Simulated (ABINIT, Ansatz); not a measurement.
# Quasiparticle gap of CaC2 (I4/mmm) in ABINIT

Wanted: ground state, empty states, screening and self-energy for CaC2 (I4/mmm).

Method: PBEsol and many-body steps on it, plane waves, in ABINIT 10.8.3.

**1. The structure**

It takes space group I4/mmm (No. 139, tetragonal). Conventional cell: a = 3.869 Å, b = 3.869 Å, c = 6.404 Å, α = 90.00°, β = 90.00°, γ = 90.00°. Ca has 10 C at 2.58 to 2.81 Å nearest. Nearest to C lie 1 C at 1.25 Å and 5 Ca at 2.58 to 2.81 Å. Farther neighbours are not listed.

The cell and positions are those that the Materials Project relaxed with its own functionals (PBE, PBE+U or r2SCAN), kept fixed.

**2. Ground state**

This step: ABINIT 10.8.3; DFT, PBEsol, plane waves, norm-conserving pseudopotentials.

The ground-state density comes first.

Input file run.abi:

```
acell 3*1.0 Angstrom
rprim 
  -1.934298599400 1.934298599400 3.202111242500
  1.934298599400 -1.934298599400 3.202111242500
  1.934298599400 1.934298599400 -3.202111242500
ntypat 2
znucl 20 6
natom 3
typat 1 2 2
xred 
  0.000000000000 0.000000000000 0.000000000000
  0.597892720000 0.597892720000 0.000000000000
  0.402107280000 0.402107280000 0.000000000000
pp_dirpath "pseudos"
pseudos "Ca.upf, C.upf"
ecut 37
ngkpt 8 8 8
nshiftk 1
shiftk 0 0 0
kptopt 1
chksymbreak 0
nband 14
occopt 1
tolvrs 1e-10
nstep 60
prtwf 0
optforces 0
optstress 0
indata_prefix "in"
outdata_prefix "out"
tmpdata_prefix "tmp"
```

Run with:

```sh
> OMP_NUM_THREADS=1 mpirun -n 4 abinit run.abi > log
```

Numbers of over 12 decimals in the logs are rounded to 6 here.

The program printed:

```text
.Version 10.8.3 of ABINIT. v10.8.2 released Aug 2026.

 Symmetries : space group I4/m m m (#139); Bravais tI (body-center tetrag.)
================================================================================
 Values of the parameters that define the memory need of the present run
     intxc =       0    ionmov =       0      iscf =       7    lmnmax =       6
     lnmax =       6     mgfft =      45  mpssoang =       3    mqgrid =    3001
     natom =       3  nloc_mem =       1    nspden =       1   nspinor =       1
    nsppol =       1      nsym =      16    n1xccc =    2501    ntypat =       2
    occopt =       1   xclevel =       2
-    mband =          14        mffmem =           1         mkmem =          15
       mpw =        3508          nfft =       91125          nkpt =          59
================================================================================
  Rough estimation (10% accuracy) of disk space for files :
================================================================================

--------------------------------------------------------------------------------
------------- Echo of variables that govern the present computation ------------
--------------------------------------------------------------------------------
 -outvars: echo values of preprocessed input variables --------
            acell      1.8897261259E+00  1.8897261259E+00  1.8897261259E+00 Bohr

      chksymbreak           0
             ecut      3.70000000E+01 Hartree
-          fftalg         312

              ixc     -116133
              kpt      0.00000000E+00  0.00000000E+00  0.00000000E+00
                       1.25000000E-01  0.00000000E+00  0.00000000E+00
                       2.50000000E-01  0.00000000E+00  0.00000000E+00
                       3.75000000E-01  0.00000000E+00  0.00000000E+00
                       5.00000000E-01  0.00000000E+00  0.00000000E+00
                       1.25000000E-01  1.25000000E-01  0.00000000E+00
                       2.50000000E-01  1.25000000E-01  0.00000000E+00
                       3.75000000E-01  1.25000000E-01  0.00000000E+00
                       5.00000000E-01  1.25000000E-01  0.00000000E+00
   [... 39 further rows ...]
                       5.00000000E-01  5.00000000E-01  2.50000000E-01
                      -3.75000000E-01  5.00000000E-01  2.50000000E-01
                       outvar_i_n : Printing only first  50 k-points.
         kptrlatt        8    0    0      0    8    0      0    0    8
          kptrlen      5.84847136E+01
P           mkmem          15
            natom           3
            nband          14
            ngfft          45      45      45
             nkpt          59
            nstep          60
             nsym          16
           ntypat           2
              occ      2.000000  2.000000  2.000000  2.000000  2.000000  2.000000
                       2.000000  2.000000  2.000000  0.000000  0.000000  0.000000
                       0.000000  0.000000
        optforces           0
        optstress           0
            prtwf           0
            rprim     -1.9342985994E+00  1.9342985994E+00  3.2021112425E+00
[...]
spgroup         139

           tolvrs      1.00000000E-10

             xred      0.0000000000E+00  0.0000000000E+00  0.0000000000E+00
[...]
znucl       20.00000    6.00000

================================================================================

 chkinp: Checking input parameters for consistency.

================================================================================
== DATASET  1 ==================================================================
-   mpi_nproc: 4, omp_nthreads: 1 (-1 if OMP is not activated)

--- !DatasetInfo
iteration_state: {dtset: 1, }
dimensions: {natom: 3, nkpt: 59, mband: 14, nsppol: 1, nspinor: 1, nspden: 1, mpw: 3508, }
cutoff_energies: {ecut:  37.0, pawecutdg:  -1.0, }
electrons: {nelect:   1.80000000E+01, charge:   0.00000000E+00, occopt:   1.00000000E+00, tsmear:   1.00000000E-02, }

 Real(R)+Recip(G) space primitive vectors, cartesian coordinates (Bohr,Bohr^-1):
 R(1)= -3.6552946  3.6552946  6.0511133  G(1)=  0.0000000  0.1367879  0.0826294
 R(2)=  3.6552946 -3.6552946  6.0511133  G(2)=  0.1367879  0.0000000  0.0826294
 R(3)=  3.6552946  3.6552946 -6.0511133  G(3)=  0.1367879  0.1367879  0.0000000
 Unit cell volume ucvol=  3.2340002E+02 bohr^3
 Angles (23,13,12)=  1.25317110E+02  1.25317110E+02  8.10134475E+01 degrees

 getcut: wavevector=  0.0000  0.0000  0.0000  ngfft=  45  45  45
         ecut(hartree)=     37.000   => boxcut(ratio)=   2.01976

--- Pseudopotential description ------------------------------------------------
- Ca Generated using ONCVPSP code by D. R. Hamann
- 20.00000  10.00000  180301                  znucl, zion, pspdat
12 -116133 2 -1 1746                          pspcod,pspxc,lmax,lloc,mmax
     nproj     2     2     2
  pspatm : epsatm=   12.46101000
         --- l  ekb(1:nproj) -->
[...]
pspatm: atomic psp has been read  and splines computed

- C Generated using ONCVPSP code by D. R. Hamann
-  6.00000   4.00000  180301                  znucl, zion, pspdat
12 -116133 1 -1 1248                          pspcod,pspxc,lmax,lloc,mmax
     nproj     2     2     0
  pspatm : epsatm=    4.34909242
         --- l  ekb(1:nproj) -->
[...]
pspatm: atomic psp has been read  and splines computed

   3.80865507E+02                                ecore*ucvol(ha*bohr**3)
--------------------------------------------------------------------------------

_setup2: Arith. and geom. avg. npw (full set) are    3475.963    3475.949

================================================================================

--- !BeginCycle
iteration_state: {dtset: 1, }
solver: {iscf: 7, nstep: 60, nline: 4, wfoptalg: 0, }
tolerances: {tolvrs: 1.00E-10, }

     iter   Etot(hartree)      deltaE(h)  residm     vres2
 ETOT  1  -50.516068549676    -5.052E+01 7.972E-02 8.885E+02
 ETOT  2  -50.621476948412    -1.054E-01 9.519E-02 1.726E+02
 ETOT  3  -50.643700089890    -2.222E-02 2.041E-02 1.196E+00
 ETOT  4  -50.643887199253    -1.871E-04 7.268E-03 1.804E-02
 ETOT  5  -50.643890041139    -2.842E-06 3.975E-03 1.483E-03
 ETOT  6  -50.643890222788    -1.816E-07 4.855E-03 1.025E-04
 ETOT  7  -50.643890235698    -1.291E-08 1.824E-03 2.365E-06
 ETOT  8  -50.643890236001    -3.025E-10 1.234E-03 4.268E-08
 ETOT  9  -50.643890236008    -7.006E-12 6.722E-04 4.015E-09
 ETOT 10  -50.643890236009    -1.151E-12 7.197E-04 3.124E-11

 At SCF step   10       vres2   =  3.12E-11 < tolvrs=  1.00E-10 =>converged.

--- !ResultsGS
iteration_state: {dtset: 1, }
comment   : Summary of ground state results
lattice_vectors:
- [ -3.6552946,   3.6552946,   6.0511133, ]
- [  3.6552946,  -3.6552946,   6.0511133, ]
- [  3.6552946,   3.6552946,  -6.0511133, ]
lattice_lengths: [   7.95854,    7.95854,    7.95854, ]
lattice_angles: [125.317, 125.317,  81.013, ] # degrees, (23, 13, 12)
lattice_volume:   3.2340002E+02
convergence: {deltae: -1.151E-12, res2:  3.124E-11, residm:  7.197E-04, diffor:  0.000E+00, }
etotal    :  -5.06438902E+01
entropy   :   0.00000000E+00
fermie    :   1.15683255E-01
cartesian_stress_tensor: null
pressure_GPa: null
xred      :
- [  0.0000E+00,   0.0000E+00,   0.0000E+00, Ca]
- [  5.9789E-01,   5.9789E-01,   5.7835E-18,  C]
- [  4.0211E-01,   4.0211E-01,   3.8896E-18,  C]
cartesian_forces: null
force_length_stats: {min: null, max: null, mean: null, }

 Integrated electronic density in atomic spheres:
 ------------------------------------------------
 Atom  Sphere_radius  Integrated_density
[...]
2        2.00000          4.22207523
    3        2.00000          4.22207523
================================================================================

 ----iterations are completed or convergence reached----

 Mean square residual over all n,k,spin=   95.948E-07; max=  71.970E-05
 reduced coordinates (array xred) for    3 atoms
       0.000000000000      0.000000000000      0.000000000000
       0.597892720000      0.597892720000      0.000000000000
       0.402107280000      0.402107280000      0.000000000000
 rms dE/dt=  0.0000E+00; max dE/dt=  0.0000E+00; dE/dt below (all hartree)
    1       0.000000000000      0.000000000000      0.000000000000
    2       0.000000000000      0.000000000000      0.000000000000
    3       0.000000000000      0.000000000000      0.000000000000

 cartesian coordinates (angstrom) at end:
    1      0.000000     0.000000     0.000000
    2      0.000000     0.000000     3.829038
    3      0.000000    -0.000000     2.575184
 length scales=  1.889726125908  1.889726125908  1.889726125908 bohr
              =  1.000000000000  1.000000000000  1.000000000000 angstroms
 prteigrs : about to open file out_EIG
 Fermi (or HOMO) energy (hartree) =   0.11568   Average Vxc (hartree)=  -0.35600
 Eigenvalues (hartree) for nkpt=  59  k points:
 kpt#   1, nband= 14, wtk=  0.00195, kpt=  0.0000  0.0000  0.0000 (reduced coord)
  -1.31068   -0.61560   -0.61560   -0.61132   -0.35808    0.01588    0.03419    0.07909
   0.07909    0.23216    0.23216    0.27401    0.30502    0.33165
 prteigrs : prtvol=0 or 1, do not print more k-points.

--- !EnergyTerms
iteration_state     : {dtset: 1, }
comment             : Components of total free energy in Hartree
kinetic             :  2.11564267918320E+01
hartree             :  1.04886408989111E+01
xc                  : -1.14163130406688E+01
Ewald energy        : -3.46605594982875E+01
psp_core            :  1.17769165910007E+00
local_psp           : -4.02191376709891E+01
non_local_psp       :  2.82936062409354E+00
total_energy        : -5.06438902360087E+01
total_energy_eV     : -1.37809045821110E+03
band_energy         : -6.72253690810463E+00

== END DATASET(S) ==============================================================
================================================================================

 -outvars: echo values of variables after computation  --------
           etotal     -5.0643890236E+01
            nband          14
             nkpt          59
          spgroup         139
 [... the other variables as echoed above ...]

 Calculation completed.
```

The job ended after 26 s (4 MPI ranks of Arm Neoverse V2, shared host; peak memory 0.36 GiB).

Numbers from this step:

```yaml
total_energy: -1378.0905 eV
gap: 1.205 eV
k_of_the_valence_top: 0.5, 0.5, 0.5
k_of_the_conduction_bottom: 0.5, 0.5, 0
least_direct_gap: 2.264 eV
```

The gap is indirect, with the least direct gap 1.06 eV higher.

(Part 1 of 3 ends here.)

[Paths, hosts, dates, memory and timing lines, banners, echoed tables and standing remarks are left out of the program output.]

[Logs are printed without paths, hosts, clocks, repeated set-up lines and the standing remarks that a program may print on its own settings, such as how far it seeks lower states.]

[Runs of the session that timed out or met a known fault of the program may be left out.]

[Hosts, paths, dates, database ids (printed as entryN), source tags and the programs' standing remarks are cut or masked in the printed files.]

[G0W0 gaps are taken among the corrected bands and points alone; a level outside them can change the order at an edge.]

[Where Ansatz stands beside ABINIT at settings called matched, ABINIT's density can come from a denser mesh and the files from another edition; pairs whose starting gaps differed by over 0.03 eV were left out, so agreement reads better than it is.]
